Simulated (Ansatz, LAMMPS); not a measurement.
# Amorphous Ge at 4.34 g/cm^3 (72 atoms): relaxation and levels of theory

Which bonds does the relaxation leave, and how do the Kohn-Sham gap, forces and pressure change with functional?

Calculated with Ansatz 0.2.0: Kohn-Sham DFT, PBE, PAW (set soft_2), plane waves; cutoff 420 eV, Γ point, fermi-dirac smearing of 0.025 eV.

In doubt: the hybrid run may have settled on a false gap or state (Ansatz), so the values of those runs are not to be relied on; a hybrid run on one k-point (Ansatz), which bears on gaps.

**The cell**

Density at the start: 4.34 g/cm³. The cell holds 72 atoms: 72 Ge. Cell: a = 12.598 Å, b = 12.598 Å, c = 12.598 Å, α = 90.0°, β = 90.0°, γ = 90.0°. 72 atoms (72 Ge) placed at random at 4.34 g/cm³, melted at 3500 K for 10 ps at fixed volume with the Tersoff potential (Tersoff, Phys. Rev. B 39, 5566 (1989)). Quenched from 3500 K to 300 K at 20 K/ps and fixed volume, annealed at 800 K for 20 ps, held 5 ps, then minimised at fixed cell.

The atoms were relaxed with PBE. The walk converged after 9 steps, with a largest force component of 0.0326 eV/Å; it began at an r.m.s. force component of 0.20 eV/Å. The energy fell by 29.9 meV an atom.

The input of the reference single point:

```yaml
crystal:
  lattice:
    - [12.598, 0.0, 0.0]
    - [0.0, 12.598, 0.0]
    - [0.0, 0.0, 12.598]
  atoms:
    - { symbol: Ge, position: [0.11432, 0.80878, 0.57513] }
    - { symbol: Ge, position: [0.23858, 0.64528, 0.14129] }
    - { symbol: Ge, position: [0.59609, 0.97282, 0.48757] }
    - { symbol: Ge, position: [0.48444, 0.30584, 0.95929] }
    [... 66 atom lines left out ...]
    - { symbol: Ge, position: [0.27406, 0.08053, 0.4923] }
    - { symbol: Ge, position: [0.17144, 0.02276, 0.32147] }
kpoints:
  mp_grid: { grid: [1, 1, 1] }
hamiltonian:
  xc: pbe
scf:
  occupations: { method: fermi_dirac, width: 0.025 }
output:
  forces: true
  stress: true
  populations: true
  dos:
    method: { smearing: { sigma: 0.08 } }
    de: 0.05
    projected: { site_lists: { Ge: [Ge] } }
  eigenvalues: true
  write_density: true
  write_potential: true
  volumetric_format: npy
```

**Bonds after relaxation**

Bonds by pair of elements; cutoffs follow the first minimum of g(r), held within bounds set by covalent radii, and pairs that aren't listed don't count as bonded:

```
pair A-B  cutoff (Å)  bonds  mean length (Å)  spread (Å)  shortest (Å)  B about A  A about B
   Ge-Ge        3.12    143             2.57       0.087          2.43       3.97       3.97
```

How many atoms have how many bonded neighbours:

```
element  mean  3   4  5
     Ge  3.97  4  66  2
```

**Levels of theory**

Single points at the relaxed geometry:

| functional | k-mesh | Kohn-Sham gap (eV) | pressure (GPa) | r.m.s. force component (eV/Å) | SCF cycles | time |
| --- | --- | --- | --- | --- | --- | --- |
| PBE | 1×1×1 | 0.273 | -2.13 | 0.010 | 14 | 70 s |
| r2SCAN | 1×1×1 | 0.324 | -4.36 | 0.077 | 13 | 2.5 min |
| PBEsol | 1×1×1 | 0.264 | -4.29 | 0.045 | 14 | 72 s |

The gap is that between the highest filled and lowest empty Kohn-Sham level on the run's k-points. Cutoffs: 420 eV for PBE and PBEsol; 500 eV for r2SCAN. Times come from shared hosts and are rough.

**Findings**

By these cutoffs 92 % of Ge atoms have 4 neighbours. The Kohn-Sham gap is 0.27 eV with PBE on the 1×1×1 mesh. On the reference's mesh the gap changes with r2SCAN by +0.05 eV and PBEsol by -0.01 eV. Against the reference the pressure changes with r2SCAN by -2.2 GPa and PBEsol by -2.2 GPa; a negative change means a smaller volume than PBE would take.

Limits: 1 converged run is left out of the tables as doubtful: HSE06 on 1×1×1 (the hybrid may have settled on a false gap or state). All single points share the geometry relaxed with PBE. The density was set when the cell was made, as one point of a scan, and needn't be that of the real material. One sample; tail or defect levels can set the gap of a disordered cell. The quench rate of 20 K/ps is many orders above laboratory rates, so the cell is likely richer in defects and strain than a real sample. The network of bonds at the start is that of the classical potential that made the cell, and needn't be the one that DFT or experiment would give. Spin–orbit coupling is left out; it splits the top valence bands of compounds with Ge, As, Se, Sb or Te and narrows their gaps.

[Logs are printed without paths, hosts, clocks, repeated set-up lines and the standing remarks that a program may print on its own settings, such as how far it seeks lower states.]

[Hosts, paths, dates, database ids (printed as entryN), source tags and the programs' standing remarks are cut or masked in the printed files.]
